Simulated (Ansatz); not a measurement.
# BN (P6_3/mmc): refractive index against wavelength

The refractive index of BN (P6_3/mmc) along x below the direct gap (4.69 eV on the mesh) is read from one computed spectrum, n = √(Re ε). x, y and z are the Cartesian axes of the input cell.

Cell: a, b, c = 2.498, 2.498, 6.636 Å (primitive vectors), 4 atoms.

Method: Ansatz 0.2.0, PBE, independent particles, k-mesh 15×15×5 with interpolation inside its cells, Gaussian parameter 0.15 eV.

Launch of the response step: `ansatz run input.yaml --threads 4 --pin off --max-ram 8192MiB --backend cpu --events-out ev --progress --plain --runs-dir out`. The run took 9 s, on 4 threads of Arm Neoverse V1 (shared host).

| wavelength (nm) | photon energy E (eV) | n |
| --- | --- | --- |
| 1064 | 1.165 | 2.2240 |
| 850 | 1.459 | 2.2387 |
| 700 | 1.771 | ? |
| 633 | 1.959 | 2.2737 |
| 532 | 2.331 | 2.3098 |
| 450 | 2.755 | 2.3654 |
| 405 | 3.061 | 2.4184 |

In the single-oscillator model n² − 1 = E₀E_d/(E₀² − E²), so 1/(n² − 1) = E₀/E_d − E²/(E₀E_d) is linear in E².

Working, on the rows shown:

| x = E² (eV²) | y = 1/(n² − 1) |
| --- | --- |
| 1.35784 | 0.25341 |
| 2.12762 | 0.249266 |
| 3.83641 | 0.239825 |
| 5.43137 | 0.230671 |
| 7.59115 | 0.217622 |
| 9.37179 | 0.206243 |

Means: x̄ = 4.9527, ȳ = 0.23284. Σ(x − x̄)(y − ȳ) = -0.2869, Σ(x − x̄)² = 48.87. Slope = -0.2869 / 48.87 = -0.00587; intercept = ȳ − slope · x̄ = 0.26191. Turned back into n, the line misses the rows shown by at most 0.0032.

Question: What does the fit predict for the withheld row, and how well does it do?

Answer: At x = 3.1372 the line gives y = 0.2435, that is 2.2598. The run gave 2.2589, so the interpolation is off by 0.00093, 0.5 % of the range in the table.

Refitted with all rows, the slope is -0.005878 and the intercept 0.26198. These give E₀ = √(intercept/−slope) = 6.68 eV and E_d = E₀/intercept = 25.5 eV; E₀ is 1.4 times the direct gap. The electronic limit at long wavelengths, without lattice vibrations, is n = √(1 + 1/intercept) = 2.195. The cell comes from an older database entry, whose edges can be off by a per cent or so. Excitons are left out and so are local fields; PBE gaps are as a rule too small.
